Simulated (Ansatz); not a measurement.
# A hypothetical structure for Ba6Mo, part 2 of 2

This structure for Ba6Mo is made up. Its elements were placed in a known structure type with a cell scaled to their sizes. What cell does the guess relax to, and how far off was it?

Ansatz 0.2.0; DFT, PBE, plane-wave PAW, files of the set soft_1, scalar-relativistic, no spin, cell and ions relaxed at zero pressure; PAW set soft_1 (the session's first sound run).

So far: Starting point; Relaxing cell and atoms. The relaxed cell has a = 11.081 Å (conventional setting).

### 3. Electronic structure of the relaxed cell

A second self-consistent run takes a narrower smearing and the mesh shown in its input; the bands follow along the standard path of the relaxed lattice.

This step: DFT, PBE, plane-wave PAW, files of the set soft_1, scalar-relativistic, no spin, bands and density of states at the relaxed cell; PAW set soft_1 (Ansatz 0.2.0).

Contents of input.yaml:

```yaml
crystal:
  lattice:
    - [0.0, 5.5406748311, 5.5406748311]
    - [5.5406748311, 0.0, 5.5406748311]
    - [5.5406748311, 5.5406748311, 0.0]
  atoms:
    - { symbol: Ba, position: [0.5, 0.0, 0.0] }
    - { symbol: Ba, position: [0.0, 0.5, 0.5] }
    - { symbol: Ba, position: [0.0, 0.5, 0.0] }
    - { symbol: Ba, position: [0.0, 0.0, 0.5] }
    - { symbol: Ba, position: [0.5, 0.0, 0.5] }
    - { symbol: Ba, position: [0.5, 0.5, 0.0] }
    - { symbol: Mo, position: [0.0, 0.0, 0.0] }
kpoints:
  mp_grid: { grid: [6, 6, 6] }
  band_path:
    path:
      - [[0.0, 0.0, 0.0], [0.5, 0.0, 0.5], [0.5, 0.25, 0.75], [0.375, 0.375, 0.75], [0.0, 0.0, 0.0], [0.5, 0.5, 0.5], [0.625, 0.25, 0.625], [0.5, 0.25, 0.75], [0.5, 0.5, 0.5], [0.375, 0.375, 0.75]]
      - [[0.625, 0.25, 0.625], [0.5, 0.0, 0.5]]
    npoints: 8
scf:
  occupations: { method: fermi_dirac, width: 0.03 }
  n_extra_bands: 11
hamiltonian:
  xc: pbe
  pseudopotentials: { kind: paw, azcp: { folder: soft_1 } }
output:
  forces: true
  stress: true
  write_bands: true
  dos: { projected: true }
  write_density: true
  write_potential: true
  elf: true
  volumetric_format: npy
```

The run is started by

```console
> ansatz run input.yaml --threads 4 --pin off --max-ram 10240MiB --backend cpu --events-out ev --progress --plain --runs-dir out
```

Numbers of over 12 decimals in the logs are rounded to 6 here.

Log:

```text
[...]
Crystal: 7 atoms, lattice volume = 340.187 Å³
Basis set: ecut = 420 eV, 6615 PW (Γ), exchange–correlation on 108×108×108 points (8 copies of the dense FFT grid, shifted against one another)
Bands: 48, of which v1, the nominal top of the filled ones, is band 37 counted from 1 (36 counted from 0)
Symmetry: 48 space group operations
[...]
k-points: 16 of 216
[...]
SCF iter   1: F=—  HF=-40675.563664 eV  |F-HF|=—  |Δ(HF+E_count)|=         —  Δρ=1.03e-1  dr2=1.56e2  ethr=3.10e-3  ⟨swp⟩=11.5  Hψ=4050  notcnv=0  defer=1
[...]
SCF iter  18: F=-40648.802215 eV  HF=-40648.802215 eV  |F-HF|=8.21e-9  |Δ(HF+E_count)|=   8.32e-9  Δρ=8.52e-7  dr2=9.45e-9  ethr=1.35e-10  ⟨swp⟩=19.9  Hψ=6807  notcnv=0
SCF 1 converged in 18 iterations: F = -40648.802215 eV  dr2 = 9.45e-9
[...]
NSCF: frozen V_eff on 82 k-points
SCF converged after 18 iterations
Free energy (F): -40648.802215 eV
[...]
Internal energy: -40648.767929 eV  (E = F + TS)
E sigma→0 (E₀):  -40648.785072 eV
Entropy (-TS):   -0.034285 eV (-4.898 meV/atom)
Fermi energy:    7.541139 eV
[...]
--- Stress (GPa, compression-positive) ---
       -0.112885       0.000000      -0.000000
        0.000000      -0.112885      -0.000000
       -0.000000      -0.000000      -0.112885
  P = ⅓ Tr σ = -0.1129 GPa (-1.129 kbar)
--- Band table (eV; the first three rows and the last of 16) ---
  k-point 0: bands = [... 33 lower, 6.5304, 6.6238, 6.6238, 7.3107, 7.3107, 7.3107, 8.5321, 8.5321, ... 7 higher]
  k-point 1: bands = [... 33 lower, 6.6401, 6.7237, 6.7237, 7.3085, 7.4524, 7.4524, 8.3744, 8.5971, ... 7 higher]
  k-point 2: bands = [... 33 lower, 6.8017, 7.0703, 7.0703, 7.3293, 7.7878, 7.7878, 8.0301, 8.1336, ... 7 higher]
  k-point 15: bands = [... 33 lower, 7.3098, 7.3418, 7.5096, 7.5523, 7.6413, 7.7403, 7.7446, 8.0742, ... 7 higher]
```

The job ended after 15 s (4 threads of AMD EPYC 7B13 (Zen 3), shared host; peak memory 1.2 GiB; 55 s of CPU time).

Reading the cycles: dr2 is the Hartree energy of the density residual (eV), the measure of convergence; HF is the Harris–Foulkes estimate of the energy, which meets the free energy F at convergence.

This step gave:

- free energy: -40648.8022 eV
- energy at zero smearing: -40648.7851 eV
- smearing term TS: 0.03429 eV
- Fermi energy: 7.541 eV
- pressure: -0.1129 GPa

bands.tsv at the labelled points (eV, zero at the Fermi level; the bands that come nearest the Fermi level along the path):

```
point  band 34  band 35  band 36  band 37  band 38  band 39  band 40  band 41
    Γ    -1.01    -0.92    -0.92    -0.23    -0.23    -0.23     0.99     0.99
    X    -0.22    -0.18    -0.18     0.02     0.02     0.17     0.37     0.51
    W    -0.24    -0.19     0.01     0.01     0.01     0.08     0.41     0.41
    K    -0.33    -0.22    -0.10     0.04     0.04     0.13     0.31     0.48
    Γ    -1.01    -0.92    -0.92    -0.23    -0.23    -0.23     0.99     0.99
    L    -0.47    -0.15    -0.15     0.00     0.01     0.22     0.22     0.23
    U    -0.33    -0.22    -0.10     0.04     0.04     0.13     0.31     0.48
    W    -0.24    -0.19     0.01     0.01     0.01     0.08     0.41     0.41
    L    -0.47    -0.15    -0.15     0.00     0.01     0.22     0.22     0.23
    K    -0.33    -0.22    -0.10     0.04     0.04     0.13     0.31     0.48
    U    -0.33    -0.22    -0.10     0.04     0.04     0.13     0.31     0.48
    X    -0.22    -0.18    -0.18     0.02     0.02     0.17     0.37     0.51
```

Counts of states for the cell as run, both spins, by energy window (eV from the Fermi level):

```csv
from,to,total
-8,-7,0.00
-7,-6,0.00
-6,-5,0.00
-5,-4,0.00
-4,-3,0.00
-3,-2,0.95
-2,-1,3.19
-1,0,13.85
0,1,12.40
```

A further 56.0 states lie below the table's range.

Electrostatic potential energy in the ac plane of the conventional cell at fractional y = 0.000, with atoms of Ba and Mo within 0.2 Å of it. With pseudopotentials it is smooth inside the atoms' cores, unlike the true potential.

Values in eV, 13 rows by 16 columns, each cell a mean:
```
-40  -4  10  10  10  10  11  12  12  11  10  10  10  10   3 -33
  6   9   8   4   2   6   9  11  11  10   7   3   3   7   9   7
 11   9  -2 -33 -39  -9   7  10  10   8  -2 -33 -39  -8   8  11
 10   8  -6 -44 -49 -14   7  10  11   8  -6 -43 -49 -14   6  10
 11   9   5  -4  -6   4   9   9   9  10   6  -4  -6   3   9  11
 12  11  10   9   9  10   6 -18 -23   2  10   9   9  10  11  11
 12  11  11  10  11  10  -1 -48 -53 -11  10  11  10  11  11  12
 11  11   9   8   8  10   7  -8 -12   5  10   9   8   9  10  11
 11   9   3 -11 -14   1   9  10  10  10   4 -11 -15   1   8  10
 10   8  -7 -47 -52 -16   6  10  11   8  -7 -47 -52 -16   6  10
 11   9   1 -25 -30  -5   7  10  10   8   0 -25 -29  -4   8  11
  1   8   9   6   5   8  10  11  11  10   8   6   6   8   9   3
-48  -8  10  11  10  10  11  12  12  11  11  10  11  10   1 -41
```
Columns run along a (11.1 Å; values clipped at the 3rd and 97th percentile), rows up along c (11.1 Å), edges of the conventional cell, whose origin can differ from the input's. Atoms in or near the plane, at fractional coordinates: Ba at (0.25, 0.25), Ba at (0.75, 0.75), Ba at (0.75, 0.25), Ba at (0.25, 0.75), Mo at (0.00, 0.00), Mo at (0.50, 0.50).

ELF in the ac plane of the conventional cell at fractional y = 0.000, with atoms of Ba and Mo within 0.2 Å of it. It is the smooth field of the valence electrons, not physical close to the nuclei.

Ten even steps from '0' (0.05) to '9' (0.83), each cell a mean:
```
7752345444445566665544445532377
6422332111123556554321112332235
2222211221001355542101121112222
3431136887410234431026887521233
5421389779840134420279978961135
5411696006961135420389202983125
5311597228951245531289415982024
4310379999621345542148999951024
5420025664112332332113565310134
5542100111122223222221110001345
6654322233432367752234322234556
6665544555422586773245554445566
6655444445432577773245544445566
6553211112332246532233211123455
5431001221122222222211121101245
4310147886311333432125788620134
4310499779831245531169978962024
5311696006951145521389202983024
5411597228951135420389415982135
5431279999730134420159999841245
3332124664200245431013565211233
3222211110012455543100111122222
7632343322234566655432223432257
6752345554455666665544455532377
```
Columns run along a (11.1 Å), rows up along c (11.1 Å), edges of the conventional cell, whose origin can differ from the input's. Atoms in or near the plane, at fractional coordinates: Ba at (0.25, 0.25), Ba at (0.75, 0.75), Ba at (0.75, 0.25), Ba at (0.25, 0.75), Mo at (0.00, 0.00), Mo at (0.50, 0.50).

Valence density in the ac plane of the conventional cell at fractional y = 0.000, with atoms of Ba and Mo within 0.2 Å of it. It is the smooth field of the valence electrons, not physical close to the nuclei.

Ten steps, logarithmic in the rise over the least value, from '0' (0.0 e/Å³) to '9' (6.8 e/Å³), each cell a mean:
```
9863110000000000000000000112479
7642111000000000000000000112357
3221111111000000000001121111123
1111124444210000000013444321111
1111246666421000000135666531111
0001356556531000001246545642100
0001356556531000001246656642000
0000245665421111111135666531000
0000012333211112111112333210000
0000000111111234432111111000000
0000000000112578863211000000000
0000000000123699985211000000000
0000000000113689974211000000000
0000000001112467653211000000000
0000001111111223321111121100000
0000124444211111111123444310000
0001246666421111111135666531000
0001356556531000001246545642000
0001356556531000000246656642100
1111245665420000000135666531111
2111123332100000000012333211111
4321111110000000000000111111234
8752110000000000000000000112368
9963210000000000000000000112589
```
Columns run along a (11.1 Å), rows up along c (11.1 Å), edges of the conventional cell, whose origin can differ from the input's. Atoms in or near the plane, at fractional coordinates: Ba at (0.25, 0.25), Ba at (0.75, 0.75), Ba at (0.75, 0.25), Ba at (0.25, 0.75), Mo at (0.00, 0.00), Mo at (0.50, 0.50).

### 4. Results

| Quantity | Value |
| --- | --- |
| space group, relaxed | Fm-3m |
| conventional cell | a = 11.081, b = 11.081, c = 11.081 Å; α = 90.0°, β = 90.0°, γ = 90.0° |
| volume per atom | 48.60 Å³ (guess 52.34) |

**Reading.** Ba6Mo relaxes to Fm-3m with a = 11.081, b = 11.081 and c = 11.081 Å. The guessed volume was 8 % too large. The space group Fm-3m was held in the relaxation, so the end point is a stationary structure within it and may be a saddle against distortions or other arrangements. Bands cross the Fermi level, so it is a metal or semimetal at this level. On the 6×6×6 mesh with the narrower smearing (relaxed on 4×4×4) the forces vanish, as symmetry may demand, and the largest stress component is 0.113 GPa, against the relaxation's thresholds of 0.015 eV/Å and 0.05 GPa. The cutoff wasn't tested. Spin-orbit coupling is left out, which can matter for elements this heavy. No dispersion term is used, so weakly bound directions may come out too long. The runs have no spin, and magnetism wasn't tested. Nothing here tests whether the compound is stable against decomposition.

[Logs are printed without paths, hosts, clocks, repeated set-up lines and the standing remarks that a program may print on its own settings, such as how far it seeks lower states.]

[Hosts, paths, dates, database ids (printed as entryN), source tags and the programs' standing remarks are cut or masked in the printed files.]
